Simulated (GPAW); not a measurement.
# Cl/Ag(100): work function by functional and basis, part 2 of 3

How far do functional and basis move the work function of Cl/Ag(100)?

GPAW 26.7.0; GPAW, PAW setups; slab in vacuum, relaxation (the session's first sound run).

So far, upper work function (eV): step 2 (relaxation, PBE, GPAW) 6.48; step 3 (the slab's potential, PBE, GPAW) 6.48; step 4 (OptPBE vdW: xc = "optPBE-vdW", GPAW, PAW setups, GPAW) 6.73.

**5. Self-consistent run: xc = "revPBE"**

The same geometry under revPBE, to see how far the functional moves the levels against the vacuum.

run.py reads:

```python
import json
import numpy as np
from ase import Atoms
from gpaw import GPAW, PW

slab = Atoms(
    ['Ag', 'Ag', 'Ag', 'Ag', 'Cl'],
    positions=[
        [1.44603, 1.44603, 7.00000],
        [0.00000, 0.00000, 9.04500],
        [1.44603, 1.44603, 11.16892],
        [-0.00000, -0.00000, 13.29279],
        [1.44603, 1.44603, 15.18252]],
    cell=[[2.89207, 0.0, 0.0], [0.0, 2.89207, 0.0], [0.0, 0.0, 21.64841]],
    pbc=[True, True, False])

slab.calc = GPAW(mode=PW(400), xc='revPBE', kpts={'size': (11, 11, 1), 'gamma': True},
                 occupations={'name': 'fermi-dirac', 'width': 0.1}, nbands='160%',
                 convergence={'density': 1e-05}, maxiter=200,
                 poissonsolver={'dipolelayer': 'xy'},
                 symmetry={'tolerance': 1e-3}, txt='slab.txt')
result = {}
energy = slab.get_potential_energy()
fermi = slab.calc.get_fermi_level()
v = slab.calc.get_electrostatic_potential().mean((0, 1)) - fermi
n = slab.calc.get_pseudo_density().mean((0, 1))
L = slab.cell[2, 2]
z = np.arange(len(v)) * L / len(v)
low, high = slab.positions[:, 2].min(), slab.positions[:, 2].max()
below, above = np.interp([low - 4.8, high + 4.8], z, v)
slopes = [np.interp(x, z, np.gradient(v, z)) for x in (low - 4.8, high + 4.8)]
eps = np.array([[slab.calc.get_eigenvalues(k, s) for k in range(len(slab.calc.get_ibz_k_points()))]
                for s in range(slab.calc.get_number_of_spins())]) - fermi
top, bottom = eps[eps < 0].max(), eps[eps > 0].min()
dipole = slab.get_dipole_moment()[2]
print(f'energy {energy:.4f} eV, Fermi level {fermi:.4f} eV, dipole {dipole:.5f} e A')
print(f'potential 4.8 A off the faces, from the Fermi level: lower {below:.4f} eV, upper {above:.4f} eV')
print(f'slope of the potential there: lower {slopes[0]:.5f}, upper {slopes[1]:.5f} eV/A')
print(f'nearest levels on the mesh: {top:.4f} and {bottom:.4f} eV')
print('magnetic moment', round(slab.get_magnetic_moment(), 3))
result.update(energy=energy, fermi=fermi, dipole=dipole, below=below, above=above, slopes=slopes, edges=[top, bottom],
              z=z.tolist(), v=v.tolist(), n=n.tolist(), positions=slab.positions.tolist(),
              forces=slab.get_forces(apply_constraint=False).tolist(), moments=slab.get_magnetic_moments().tolist())
json.dump(result, open('result.json', 'w'))
```

The run is started by

```
> OMP_NUM_THREADS=1 OPENBLAS_NUM_THREADS=1 python run.py
```

Log:

```text
energy -10.6520 eV, Fermi level 0.9123 eV, dipole -0.10673 e A
potential 4.8 A off the faces, from the Fermi level: lower 4.0862 eV, upper 6.3946 eV
slope of the potential there: lower -0.00075, upper -0.00001 eV/A
nearest levels on the mesh: -0.0833 and 0.0224 eV
magnetic moment 0.0
```

Run time: 2 min. Hardware: 1 thread of Arm Neoverse V2, shared host; peak memory 0.24 GiB.

This step gave:

```yaml
dipole_along_the_normal: -0.1067 e·Å
levels_nearest_the_fermi_level_on_the_mesh: -0.08334, 0.02236 eV from the Fermi level
upper_work_function: 6.395 eV
lower_work_function: 4.086 eV
```

Table of electrostatic potential energy of an electron (without an applied field's), less the Fermi level, planar mean by z:

```
z (Å)  electrostatic potential energy of an electron (without an applied field's), less the Fermi level, planar mean (eV)
  0.0                                                                                                                5.24
  0.5                                                                                                                4.09
  1.0                                                                                                                4.09
  1.5                                                                                                                4.09
  2.0                                                                                                                4.09
  2.5                                                                                                                4.09
  3.0                                                                                                                4.08
  3.5                                                                                                                4.08
  4.0                                                                                                                4.07
  4.5                                                                                                                4.02
  5.0                                                                                                                3.86
  5.5                                                                                                                3.28
  6.0                                                                                                                1.06
  6.5                                                                                                               -7.32
  7.0                                                                                                               -17.3
  7.5                                                                                                               -7.55
  8.0                                                                                                              -0.900
  8.5                                                                                                               -6.68
  9.0                                                                                                               -17.4
  9.5                                                                                                               -8.81
 10.0                                                                                                              -0.642
 10.5                                                                                                               -3.75
 11.0                                                                                                               -15.8
 11.5                                                                                                               -12.0
 12.0                                                                                                               -1.34
 12.5                                                                                                               -1.76
 13.0                                                                                                               -12.9
 13.5                                                                                                               -14.9
 14.0                                                                                                               -2.83
 14.5                                                                                                               -1.09
 15.0                                                                                                               -15.1
 15.5                                                                                                               -9.47
 16.0                                                                                                                3.09
 16.5                                                                                                                5.80
 17.0                                                                                                                6.29
 17.5                                                                                                                6.37
 18.0                                                                                                                6.39
 18.5                                                                                                                6.39
 19.0                                                                                                                6.39
 19.5                                                                                                                6.39
 20.0                                                                                                                6.39
 20.5                                                                                                                6.39
 21.0                                                                                                                6.39
 21.5                                                                                                                5.73
```

The upper face's work function is 6.395 eV, against 6.485 eV in the first plane-wave PBE run at this geometry.

**6. Self-consistent run: xc = "LDA"**

The same geometry under LDA, to see how far the functional moves the levels against the vacuum.

Changes to run.py since step 5:

```diff
@@ -16,3 +16,3 @@
 
-slab.calc = GPAW(mode=PW(400), xc='revPBE', kpts={'size': (11, 11, 1), 'gamma': True},
+slab.calc = GPAW(mode=PW(400), xc='LDA', kpts={'size': (11, 11, 1), 'gamma': True},
                  occupations={'name': 'fermi-dirac', 'width': 0.1}, nbands='160%',
```

Log:

```text
energy -16.9141 eV, Fermi level 0.4506 eV, dipole -0.09297 e A
potential 4.8 A off the faces, from the Fermi level: lower 4.6847 eV, upper 6.6954 eV
slope of the potential there: lower -0.00048, upper 0.00006 eV/A
nearest levels on the mesh: -0.0708 and 0.0364 eV
magnetic moment 0.0
```

Wall time 2.3 min (1 thread); peak memory 0.24 GiB.

Numbers from this step:

- dipole along the normal: -0.09297 e·Å
- levels nearest the Fermi level on the mesh: -0.07085, 0.03642 eV from the Fermi level
- upper work function: 6.695 eV
- lower work function: 4.685 eV

The electrostatic potential energy of an electron (without an applied field's), less the Fermi level, planar mean oscillates, so the rows of the table below give means over windows of 2.06 Å about each position, cut where the curve ends. Its maxima inside the range that stand out by 2 % of the span (Å: eV): 8.0: -0.239, 10.1: 0.253, 12.2: 0.469, 14.3: 0.288, 20.8: 6.70. Its minima: 7.0: -16.9, 9.1: -17.1, 11.1: -17.0, 13.3: -16.9, 15.2: -18.4.

Electrostatic potential energy of an electron (without an applied field's), less the Fermi level, planar mean against z; means over each step:

```
z (Å)  electrostatic potential energy of an electron (without an applied field's), less the Fermi level, planar mean (eV)
 1.03                                                                                                                4.78
 3.09                                                                                                                4.68
 5.15                                                                                                                3.80
 7.21                                                                                                               -7.51
 9.27                                                                                                               -7.60
11.33                                                                                                               -7.44
13.39                                                                                                               -7.38
15.45                                                                                                               -4.67
17.51                                                                                                                6.60
19.57                                                                                                                6.70
```

The upper face's work function is 6.695 eV, against 6.485 eV in the first plane-wave PBE run at this geometry.

**7. Self-consistent run: xc = "vdW-DF2"**

The same geometry under vdW-DF2, to see how far the functional moves the levels against the vacuum (the van der Waals functionals take revPBE setups).

Changes to run.py since step 6:

```diff
@@ -16,3 +16,3 @@
 
-slab.calc = GPAW(mode=PW(400), xc='LDA', kpts={'size': (11, 11, 1), 'gamma': True},
+slab.calc = GPAW(mode=PW(400), xc='vdW-DF2', kpts={'size': (11, 11, 1), 'gamma': True},
                  occupations={'name': 'fermi-dirac', 'width': 0.1}, nbands='160%',
```

Log:

```text
energy -412.2331 eV, Fermi level 0.6490 eV, dipole -0.10472 e A
potential 4.8 A off the faces, from the Fermi level: lower 4.6725 eV, upper 6.9379 eV
slope of the potential there: lower -0.00197, upper 0.00019 eV/A
nearest levels on the mesh: -0.0065 and 0.0185 eV
magnetic moment 0.0
```

Elapsed: 3.9 min, on 1 thread; peak memory 0.35 GiB.

Numbers from this step:

* dipole along the normal: -0.1047 e·Å
* levels nearest the Fermi level on the mesh: -0.006512, 0.01847 eV from the Fermi level
* upper work function: 6.938 eV
* lower work function: 4.672 eV

The electrostatic potential energy of an electron (without an applied field's), less the Fermi level, planar mean oscillates, so the rows of the table below give means over windows of 2.11 Å about each position, cut where the curve ends. Its maxima inside the range that stand out by 2 % of the span (Å: eV): 8.0: -1.09, 10.1: -0.595, 12.2: -0.343, 14.3: -0.140, 21.2: 6.94. Its minima: 7.0: -17.4, 9.1: -17.6, 11.1: -17.6, 13.3: -17.4, 15.2: -18.4.

The electrostatic potential energy of an electron (without an applied field's), less the Fermi level, planar mean by z; means over each step:

```
z (Å)  electrostatic potential energy of an electron (without an applied field's), less the Fermi level, planar mean (eV)
 1.05                                                                                                                4.77
 3.17                                                                                                                4.66
 5.28                                                                                                                3.19
 7.39                                                                                                               -8.11
 9.50                                                                                                               -8.11
11.61                                                                                                               -7.90
13.72                                                                                                               -7.91
15.83                                                                                                               -2.81
17.94                                                                                                                6.91
20.05                                                                                                                6.94
```

The upper face's work function is 6.938 eV, against 6.485 eV in the first plane-wave PBE run at this geometry.

**8. Self-consistent run: xc = "RPBE"**

The same geometry under RPBE, to see how far the functional moves the levels against the vacuum.

Changes to run.py since step 7:

```diff
@@ -16,3 +16,3 @@
 
-slab.calc = GPAW(mode=PW(400), xc='vdW-DF2', kpts={'size': (11, 11, 1), 'gamma': True},
+slab.calc = GPAW(mode=PW(400), xc='RPBE', kpts={'size': (11, 11, 1), 'gamma': True},
                  occupations={'name': 'fermi-dirac', 'width': 0.1}, nbands='160%',
```

Log:

```text
energy -10.2707 eV, Fermi level 0.9363 eV, dipole -0.10819 e A
potential 4.8 A off the faces, from the Fermi level: lower 4.0602 eV, upper 6.4003 eV
slope of the potential there: lower -0.00078, upper -0.00002 eV/A
nearest levels on the mesh: -0.0841 and 0.0215 eV
magnetic moment 0.0
```

Run time: 2 min. Hardware: 1 thread; peak memory 0.24 GiB.

This step gave:

```
dipole along the normal                    : -0.1082 e·Å
levels nearest the Fermi level on the mesh : -0.08408, 0.02147 eV from the Fermi level
upper work function                        : 6.400 eV
lower work function                        : 4.060 eV
```

The electrostatic potential energy of an electron (without an applied field's), less the Fermi level, planar mean by z:

```
z (Å)  electrostatic potential energy of an electron (without an applied field's), less the Fermi level, planar mean (eV)
  0.0                                                                                                                5.23
  0.5                                                                                                                4.06
  1.0                                                                                                                4.06
  1.5                                                                                                                4.06
  2.0                                                                                                                4.06
  2.5                                                                                                                4.06
  3.0                                                                                                                4.06
  3.5                                                                                                                4.05
  4.0                                                                                                                4.04
  4.5                                                                                                                3.99
  5.0                                                                                                                3.82
  5.5                                                                                                                3.24
  6.0                                                                                                                1.01
  6.5                                                                                                               -7.37
  7.0                                                                                                               -17.3
  7.5                                                                                                               -7.59
  8.0                                                                                                              -0.949
  8.5                                                                                                               -6.72
  9.0                                                                                                               -17.5
  9.5                                                                                                               -8.85
 10.0                                                                                                              -0.691
 10.5                                                                                                               -3.80
 11.0                                                                                                               -15.8
 11.5                                                                                                               -12.1
 12.0                                                                                                               -1.39
 12.5                                                                                                               -1.81
 13.0                                                                                                               -13.0
 13.5                                                                                                               -14.9
 14.0                                                                                                               -2.86
 14.5                                                                                                               -1.11
 15.0                                                                                                               -15.1
 15.5                                                                                                               -9.49
 16.0                                                                                                                3.08
 16.5                                                                                                                5.80
 17.0                                                                                                                6.29
 17.5                                                                                                                6.38
 18.0                                                                                                                6.40
 18.5                                                                                                                6.40
 19.0                                                                                                                6.40
 19.5                                                                                                                6.40
 20.0                                                                                                                6.40
 20.5                                                                                                                6.40
 21.0                                                                                                                6.40
 21.5                                                                                                                5.73
```

The upper face's work function is 6.400 eV, against 6.485 eV in the first plane-wave PBE run at this geometry.

(Continued in part 3 of 3.)

[Logs are printed without paths, hosts, clocks, repeated set-up lines and the standing remarks that a program may print on its own settings, such as how far it seeks lower states.]

[Hosts, paths, dates, database ids (printed as entryN), source tags and the programs' standing remarks are cut or masked in the printed files.]
